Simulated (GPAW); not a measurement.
# A Pb chain with a Cu atom bridging one bond: relaxation, then transmission at several levels, part 2 of 2

How well does a Pb chain with a Cu atom bridging one bond conduct once its atoms have relaxed, and how much do cheaper levels lose?

GPAW 26.7.0; GPAW LCAO, PAW setups; relaxation of the junction within the symmetry of its start, lead ends held (the session's first sound run).

So far, transmission at the Fermi level (one spin): step 3 (GPAW, dzp, PBE, GPAW) 2.59; step 4 (basis szp(dzp), PBE, GPAW) 2.59; step 5 (basis sz(dzp), PBE, GPAW) 2.51; step 6 (revPBE) 2.58.

## (7) The structure as built: geometry = "as built"

Level of this step: GPAW LCAO, PAW setups; Landauer transmission from Green's functions with principal layers (ASE), zero bias (GPAW).

The dzp basis with PBE on the structure as first built shows what the relaxation was worth.

run.py

```python
import json
import numpy as np
from ase import Atoms
from ase.transport.calculators import TransportCalculator
from gpaw import GPAW, FermiDirac
from gpaw.lcao.tools import get_lcao_hamiltonian
from scipy.linalg import eigh

# The junction with lead layers at both ends, along the third cell vector
device = Atoms(
    ['Pb', 'Pb', 'Pb', 'Pb', 'Pb', 'Pb', 'Cu', 'Pb', 'Pb', 'Pb', 'Pb', 'Pb', 'Pb'],
    positions=[
        [4.50000, 4.50000, 1.45000],
        [4.50000, 4.50000, 4.35000],
        [4.50000, 4.50000, 7.25000],
        [4.50000, 4.50000, 10.15000],
        [4.50000, 4.50000, 13.05000],
        [4.50000, 4.50000, 15.95000],
        [6.53906, 4.50000, 17.50000],
        [4.50000, 4.50000, 19.05000],
        [4.50000, 4.50000, 21.95000],
        [4.50000, 4.50000, 24.85000],
        [4.50000, 4.50000, 27.75000],
        [4.50000, 4.50000, 30.65000],
        [4.50000, 4.50000, 33.55000]],
    cell=[[9.0, 0.0, 0.0], [0.0, 9.0, 0.0], [0.0, 0.0, 35.0]],
    pbc=True)

# One principal layer of the lead: the first 3 atoms of the device
lead = Atoms(
    ['Pb', 'Pb', 'Pb'],
    positions=[
        [4.50000, 4.50000, 1.45000],
        [4.50000, 4.50000, 4.35000],
        [4.50000, 4.50000, 7.25000]],
    cell=[[9.0, 0.0, 0.0], [0.0, 9.0, 0.0], [0.0, 0.0, 8.7]],
    pbc=True)

settings = dict(mode='lcao', basis='dzp', xc='PBE', h=0.2,
                occupations=FermiDirac(0.1), maxiter=250,
                mixer=dict(beta=0.1, nmaxold=8, weight=100.0),
                convergence=dict(density=0.0001))
energies = np.arange(-2, 2 + 1e-9, 0.025)
eta = 0.0001
n1, n2 = 1, 1
# k and -k transmit alike, so half of the mesh across the current serves
mesh = [(i, j) for i in range(n1) for j in range(n2) if (i, j) <= (-i % n1, -j % n2)]
weights = np.array([1 if (i, j) == (-i % n1, -j % n2) else 2 for i, j in mesh]) / (n1 * n2)

# [... helper functions left out ...]
fermi_lead = ground_state(lead, (1, 1, 13), 'lead.txt')
fermi_device = ground_state(device, (1, 1, 2), 'device.txt')
# [... loop over the mesh left out, but for ...]
        # Shift the lead onto the potential of the device's first layer
        shift = ((H[:, 0, 0] - H0[:, 0, 0]) / S0[0, 0]).real.mean()
# [...]
kT = 8.617333e-5 * 300
bias = [0.1, 0.2, 0.5, 1.0, 1.5, 2.0]
# [... integrals and printing left out ...]
```

The run is started by

```console
> OMP_NUM_THREADS=1 OPENBLAS_NUM_THREADS=1 python run.py
```

The log of the run:

```text
basis functions: device 291, principal layer 69
Fermi level: lead -2.5493 eV, device -2.4514 eV; lead shifted by 0.0405 eV
largest coupling past the next layer 2.76e-08 eV, largest misfit of the first layer 0.032 eV
  E-E_F (eV)   T (one spin)  [channel counts left out]
    -2.000    2.9597e-02
    -1.975    1.1976e-01
    -1.950    3.2643e-01
[...]
1.975    2.5267e+00
     2.000    2.4538e+00
conductance at 300 K: 2.7159 G0 a cell; thermopower -1.02 uV/K
current from the zero-bias T(E) at 0.1 V: 21.043 uA
current from the zero-bias T(E) at 0.2 V: 42.056 uA
current from the zero-bias T(E) at 0.5 V: 104.63 uA
current from the zero-bias T(E) at 1.0 V: 205.93 uA
current from the zero-bias T(E) at 1.5 V: 293.83 uA
current from the zero-bias T(E) at 2.0 V: 368.47 uA
```

The job ended after 59 s (1 thread of Intel Xeon 6975P-C (Granite Rapids), shared host; peak memory 1.2 GiB).

Numbers from this step:

```yaml
conductance: 2.716 G₀
largest_coupling_past_the_next_principal_layer: 2.76e-8 eV
largest_misfit_of_the_first_principal_layer: 0.03241 eV
shift_that_aligns_the_lead: 0.04053 eV
transmission_at_the_fermi_level_one_spin: 2.715
```

One spin. Table of transmission, zone mean by energy, zero at the Fermi level:

| energy (eV) | transmission, zone mean |
| --- | --- |
| -2.000 | 0.0296 |
| -1.900 | 0.931 |
| -1.875 | 0.993 |
| -1.800 | 0.646 |
| -1.700 | 0.277 |
| -1.600 | 0.0501 |
| -1.500 | 0.0183 |
| -1.400 | 0.224 |
| -1.300 | 0.495 |
| -1.200 | 0.694 |
| -1.100 | 0.814 |
| -1.000 | 0.884 |
| -0.900 | 0.925 |
| -0.800 | 0.951 |
| -0.700 | 0.970 |
| -0.600 | 1.96 |
| -0.500 | 2.22 |
| -0.400 | 2.41 |
| -0.300 | 2.53 |
| -0.200 | 2.60 |
| -0.100 | 2.63 |
| 0.000 | 2.71 |
| 0.100 | 2.75 |
| 0.200 | 2.78 |
| 0.300 | 2.80 |
| 0.400 | 2.81 |
| 0.500 | 2.83 |
| 0.600 | 2.85 |
| 0.700 | 2.88 |
| 0.800 | 2.91 |
| 0.900 | 2.93 |
| 1.000 | 2.95 |
| 1.100 | 2.95 |
| 1.200 | 2.96 |
| 1.250 | 2.96 |
| 1.300 | 2.96 |
| 1.400 | 2.96 |
| 1.500 | 2.93 |
| 1.600 | 2.94 |
| 1.700 | 2.91 |
| 1.800 | 2.85 |
| 1.900 | 2.71 |
| 2.000 | 2.45 |

The conductance, 2.72 G₀, lies 4.8 % above that of the dzp run.

## (8) The ladder

Times are for 1 thread of Intel Xeon 6975P-C (Granite Rapids), shared host. The series side by side:

| no. | run | conductance (G₀) | time | memory (GiB) |
| --- | --- | --- | --- | --- |
| 1 | dzp | 2.592 | 57 s | 1.2 |
| 2 | szp | 2.591 | 41 s | 1.1 |
| 3 | sz | 2.513 | 33 s | 1.1 |
| 4 | dzp revPBE | 2.576 | 62 s | 1.2 |
| 5 | asbuilt | 2.716 | 59 s | 1.2 |

## (9) The levels side by side

The curves are compared point by point over the common energies.

This step: comparison of transmission and cost over codes, levels and geometry (GPAW 26.7.0).

Ladder, by row:

| step | code | T at the Fermi level (sum over the listed spins) | conductance (G0) | r.m.s. T(E) from the first | wall time (s) | peak memory (GiB) | threads |
| --- | --- | --- | --- | --- | --- | --- | --- |
| dzp | GPAW | 2.589 | 2.592 | 0 | 57.28 | 1.19 | 1 |
| szp | GPAW | 2.592 | 2.591 | 0.2198 | 41.46 | 1.14 | 1 |
| sz | GPAW | 2.514 | 2.513 | 0.2596 | 32.58 | 1.06 | 1 |
| dzp-revPBE | GPAW | 2.577 | 2.576 | 0.02634 | 62.47 | 1.19 | 1 |
| asbuilt | GPAW | 2.715 | 2.716 | 0.3118 | 59.41 | 1.19 | 1 |

Transmission, zone mean, sum over the listed spins against energy, zero at the Fermi level:

| energy (eV) | dzp | szp | sz | dzp-revPBE | asbuilt |
| --- | --- | --- | --- | --- | --- |
| -2.000 | 4.9e-4 | 0.00408 | 0.00544 | 0.00127 | 0.0296 |
| -1.900 | 0.114 | 0.0249 | 0.153 | 0.153 | 0.931 |
| -1.800 | 0.726 | 0.372 | 0.994 | 0.842 | 0.646 |
| -1.775 | 0.916 | 0.581 | 0.610 | 0.981 | 0.535 |
| -1.750 | 0.996 | 0.824 | 0.123 | 0.962 | 0.439 |
| -1.725 | 0.871 | 0.990 | 6.7e-4 | 0.756 | 0.353 |
| -1.700 | 0.565 | 0.885 | 0.0369 | 0.449 | 0.277 |
| -1.600 | 0.0457 | 0.00849 | 0.397 | 0.0521 | 0.0501 |
| -1.500 | 0.440 | 0.373 | 0.663 | 0.442 | 0.0183 |
| -1.400 | 0.701 | 0.666 | 0.813 | 0.703 | 0.224 |
| -1.300 | 0.834 | 0.819 | 0.894 | 0.835 | 0.495 |
| -1.200 | 0.902 | 0.898 | 0.938 | 0.903 | 0.694 |
| -1.100 | 0.940 | 0.941 | 0.963 | 0.940 | 0.814 |
| -1.000 | 0.962 | 0.964 | 0.978 | 0.962 | 0.884 |
| -0.900 | 0.975 | 0.978 | 0.987 | 0.975 | 0.925 |
| -0.800 | 0.984 | 0.987 | 0.992 | 0.984 | 0.951 |
| -0.700 | 0.990 | 0.992 | 0.996 | 0.990 | 0.970 |
| -0.600 | 2.00 | 2.02 | 2.03 | 2.01 | 1.96 |
| -0.500 | 2.16 | 2.17 | 2.16 | 2.17 | 2.22 |
| -0.400 | 2.29 | 2.30 | 2.28 | 2.29 | 2.41 |
| -0.300 | 2.41 | 2.41 | 2.37 | 2.40 | 2.53 |
| -0.200 | 2.48 | 2.49 | 2.43 | 2.47 | 2.60 |
| -0.100 | 2.51 | 2.54 | 2.47 | 2.53 | 2.63 |
| 0.000 | 2.59 | 2.59 | 2.51 | 2.58 | 2.71 |
| 0.100 | 2.62 | 2.63 | 2.55 | 2.62 | 2.75 |
| 0.200 | 2.65 | 2.65 | 2.57 | 2.64 | 2.78 |
| 0.300 | 2.66 | 2.66 | 2.58 | 2.66 | 2.80 |
| 0.400 | 2.67 | 2.67 | 2.58 | 2.67 | 2.81 |
| 0.500 | 2.68 | 2.68 | 2.58 | 2.68 | 2.83 |
| 0.600 | 2.70 | 2.69 | 2.59 | 2.69 | 2.85 |
| 0.700 | 2.72 | 2.72 | 2.60 | 2.72 | 2.88 |
| 0.800 | 2.76 | 2.76 | 2.63 | 2.76 | 2.91 |
| 0.900 | 2.80 | 2.80 | 2.68 | 2.80 | 2.93 |
| 1.000 | 2.84 | 2.85 | 2.73 | 2.84 | 2.95 |
| 1.100 | 2.86 | 2.88 | 2.77 | 2.86 | 2.95 |
| 1.175 | 2.87 | 2.90 | 2.80 | 2.87 | 2.96 |
| 1.200 | 2.87 | 2.91 | 2.81 | 2.87 | 2.96 |
| 1.300 | 2.85 | 2.92 | 2.83 | 2.86 | 2.96 |
| 1.375 | 2.81 | 2.92 | 2.84 | 2.82 | 2.96 |
| 1.400 | 2.80 | 2.92 | 2.84 | 2.81 | 2.96 |
| 1.500 | 2.59 | 2.91 | 2.83 | 2.68 | 2.93 |
| 1.600 | 2.42 | 2.88 | 2.82 | 2.44 | 2.94 |
| 1.700 | 2.13 | 2.83 | 2.80 | 2.14 | 2.91 |
| 1.800 | 2.00 | 2.71 | 2.77 | 2.00 | 2.85 |
| 1.900 | 2.03 | 2.51 | 2.71 | 2.03 | 2.71 |
| 2.000 | 2.09 | 2.25 | 2.61 | 2.09 | 2.45 |

## (10) Density threshold 0.001, basis szp(dzp), smearing 0.2: conv = 0.001, basis = "szp(dzp)" and width = 0.2

The Hamiltonian is taken from the last density. The density threshold is one of the tests that end the cycle; the energy must settle too, so a loose value may not be the test that decides. A smaller basis is cheaper in every inversion. Smearing helps the SCF of a metal converge, but it blurs occupations at band edges near the Fermi level.

This step: GPAW LCAO, PAW setups; Landauer transmission from Green's functions with principal layers (ASE), zero bias (GPAW 26.7.0).

Changes to run.py since step 7:

```diff
@@ -17,5 +17,5 @@
         [4.50000, 4.50000, 13.05000],
-        [4.50000, 4.50000, 15.95000],
-        [6.53906, 4.50000, 17.50000],
-        [4.50000, 4.50000, 19.05000],
+        [4.44149, 4.50000, 16.00719],
+        [6.62581, 4.50000, 17.50000],
+        [4.44149, 4.50000, 18.99281],
         [4.50000, 4.50000, 21.95000],
@@ -38,6 +38,6 @@
 
-settings = dict(mode='lcao', basis='dzp', xc='PBE', h=0.2,
-                occupations=FermiDirac(0.1), maxiter=250,
+settings = dict(mode='lcao', basis='szp(dzp)', xc='PBE', h=0.2,
+                occupations=FermiDirac(0.2), maxiter=250,
                 mixer=dict(beta=0.1, nmaxold=8, weight=100.0),
-                convergence=dict(density=0.0001))
+                convergence=dict(density=0.001))
 energies = np.arange(-2, 2 + 1e-9, 0.025)
```

The log of the run:

```text
basis functions: device 177, principal layer 42
Fermi level: lead -2.6729 eV, device -2.5477 eV; lead shifted by -0.0020 eV
largest coupling past the next layer 2.75e-08 eV, largest misfit of the first layer 0.007 eV
  E-E_F (eV)   T (one spin)  [channel counts left out]
    -2.000    1.4825e-03
    -1.975    8.4216e-05
    -1.950    4.5622e-03
    -1.925    1.9031e-02
    -1.900    4.9216e-02
    -1.875    1.0283e-01
    -1.850    1.8971e-01
    -1.825    3.2099e-01
    -1.800    5.0488e-01
    -1.775    7.3243e-01
    -1.750    9.4119e-01
    -1.725    9.7688e-01
    -1.700    7.1515e-01
    -1.675    3.2656e-01
    -1.650    7.3340e-02
    -1.625    1.1476e-04
[...]
1.825    2.6561e+00
     1.850    2.6071e+00
     1.875    2.5523e+00
     1.900    2.4923e+00
     1.925    2.4283e+00
     1.950    2.3621e+00
     1.975    2.2957e+00
     2.000    2.2315e+00
conductance at 300 K: 2.5589 G0 a cell; thermopower -1.262 uV/K
current from the zero-bias T(E) at 0.1 V: 19.819 uA
current from the zero-bias T(E) at 0.2 V: 39.564 uA
current from the zero-bias T(E) at 0.5 V: 98.167 uA
current from the zero-bias T(E) at 1.0 V: 195.16 uA
current from the zero-bias T(E) at 1.5 V: 283.39 uA
current from the zero-bias T(E) at 2.0 V: 357.22 uA
```

Elapsed: 36 s, on 1 thread; peak memory 1.2 GiB.

Numbers from this step:

```yaml
conductance: 2.559 G₀
largest_coupling_past_the_next_principal_layer: 2.75e-8 eV
largest_misfit_of_the_first_principal_layer: 0.006932 eV
shift_that_aligns_the_lead: -0.001955 eV
basis_functions_of_the_junction: 177
basis_functions_of_a_principal_layer: 42
transmission_at_the_fermi_level_one_spin: 2.560
```

One spin. The transmission, zone mean by energy, zero at the Fermi level:

energy (eV), transmission, zone mean and a bar:
```
   -2.000       0.00 
   -1.900       0.05 
   -1.800       0.50 #####
   -1.725       0.98 ##########
   -1.700       0.72 #######
   -1.600       0.04 
   -1.500       0.43 ####
   -1.400       0.70 #######
   -1.300       0.84 #########
   -1.200       0.91 #########
   -1.100       0.95 ##########
   -1.000       0.97 ##########
   -0.900       0.98 ##########
   -0.800       0.99 ##########
   -0.700       1.50 ###############
   -0.600       2.06 #####################
   -0.500       2.21 #######################
   -0.400       2.32 ########################
   -0.300       2.41 #########################
   -0.200       2.46 #########################
   -0.175       2.47 #########################
   -0.100       2.52 ##########################
    0.000       2.56 ##########################
    0.100       2.59 ###########################
    0.200       2.63 ###########################
    0.300       2.65 ###########################
    0.400       2.68 ###########################
    0.500       2.71 ############################
    0.600       2.73 ############################
    0.700       2.76 ############################
    0.800       2.79 #############################
    0.900       2.83 #############################
    1.000       2.85 #############################
    1.100       2.88 ##############################
    1.200       2.90 ##############################
    1.300       2.91 ##############################
    1.400       2.92 ##############################
    1.425       2.92 ##############################
    1.500       2.90 ##############################
    1.600       2.88 ##############################
    1.700       2.82 #############################
    1.800       2.70 ############################
    1.900       2.49 ##########################
    2.000       2.23 #######################
```

Not self-consistent under bias; the bias window is split evenly. The current through one cell, from the zero-bias transmission by bias:

| bias (V) | current through one cell, from the zero-bias transmission (μA) |
| --- | --- |
| 0.100 | 19.8 |
| 0.200 | 39.6 |
| 0.500 | 98.2 |
| 1.000 | 195 |
| 1.500 | 283 |
| 2.000 | 357 |

Transmission of the three most open eigenchannels against energy, zero at the Fermi level:

| energy (eV) | channel 1 | channel 2 | channel 3 |
| --- | --- | --- | --- |
| -2.000 | 0.00148 | 0 | 0 |
| -1.800 | 0.505 | 0 | 0 |
| -1.600 | 0.0383 | 0 | 0 |
| -1.400 | 0.696 | 0 | 0 |
| -1.200 | 0.907 | 0 | 0 |
| -1.000 | 0.967 | 0 | 0 |
| -0.800 | 0.988 | 1.2e-11 | 4.8e-12 |
| -0.600 | 0.994 | 0.945 | 0.119 |
| -0.400 | 0.996 | 0.996 | 0.331 |
| -0.200 | 0.998 | 0.998 | 0.467 |
| 0.000 | 0.998 | 0.997 | 0.565 |
| 0.200 | 0.999 | 0.995 | 0.632 |
| 0.400 | 0.999 | 0.991 | 0.689 |
| 0.600 | 0.999 | 0.987 | 0.747 |
| 0.800 | 0.999 | 0.985 | 0.810 |
| 1.000 | 0.999 | 0.988 | 0.866 |
| 1.200 | 0.999 | 0.993 | 0.904 |
| 1.400 | 0.999 | 0.997 | 0.918 |
| 1.600 | 0.999 | 0.999 | 0.878 |
| 1.800 | 0.999 | 0.994 | 0.706 |
| 2.000 | 0.999 | 0.980 | 0.253 |

The conductance, 2.56 G₀, lies 1.3 % below that of the dzp run.

## (11) What came out

```yaml
conductance: 2.59 G₀
transmission_at_the_fermi_level_mean_of_the_spins: 2.59
thermopower: about 0 (under 1.5 μV/K)
```

In the dzp basis the junction conducts 2.59 G₀ at 300 K, with T = 2.59 a spin at the Fermi level; the sz basis reaches that conductance within 10 %. Relaxation moved atoms by up to 0.087 Å and took the conductance from 2.72 to 2.59 G₀, as a ratio about as much as the step from dzp to the minimal basis. At the Fermi level the three most open eigenchannels pass 1.00, 1.00 and 0.59. Measured against the first run (dzp), the nearest curve is that of dzp-revPBE (r.m.s. 0.026) and the farthest that of asbuilt (0.31). Over the compared runs wall time goes from 33 s (sz) to 62 s (dzp-revPBE), on a shared host. The leads kept an estimated spacing and the cell its length, so the junction may be under some tension or compression. The geometry comes from the orbital basis, which tends to overbind, and kept the symmetry of the start, so a structure of lower symmetry may lie lower. The run had no spin polarisation, so a magnetic state, which chains and small molecules with open shells often have, wasn't tested. Spin-orbit coupling is left out, which matters for the heavy atoms here. An evenly spaced straight chain is an idealisation: free chains tend to dimerise, zigzag or, where a band edge lies near the Fermi level, turn magnetic. The currents use the zero-bias T(E) throughout, which holds only while the bias is small against the distance to the nearest feature.

[Logs are printed without paths, hosts, clocks, repeated set-up lines and the standing remarks that a program may print on its own settings, such as how far it seeks lower states.]

[Hosts, paths, dates, database ids (printed as entryN), source tags and the programs' standing remarks are cut or masked in the printed files.]
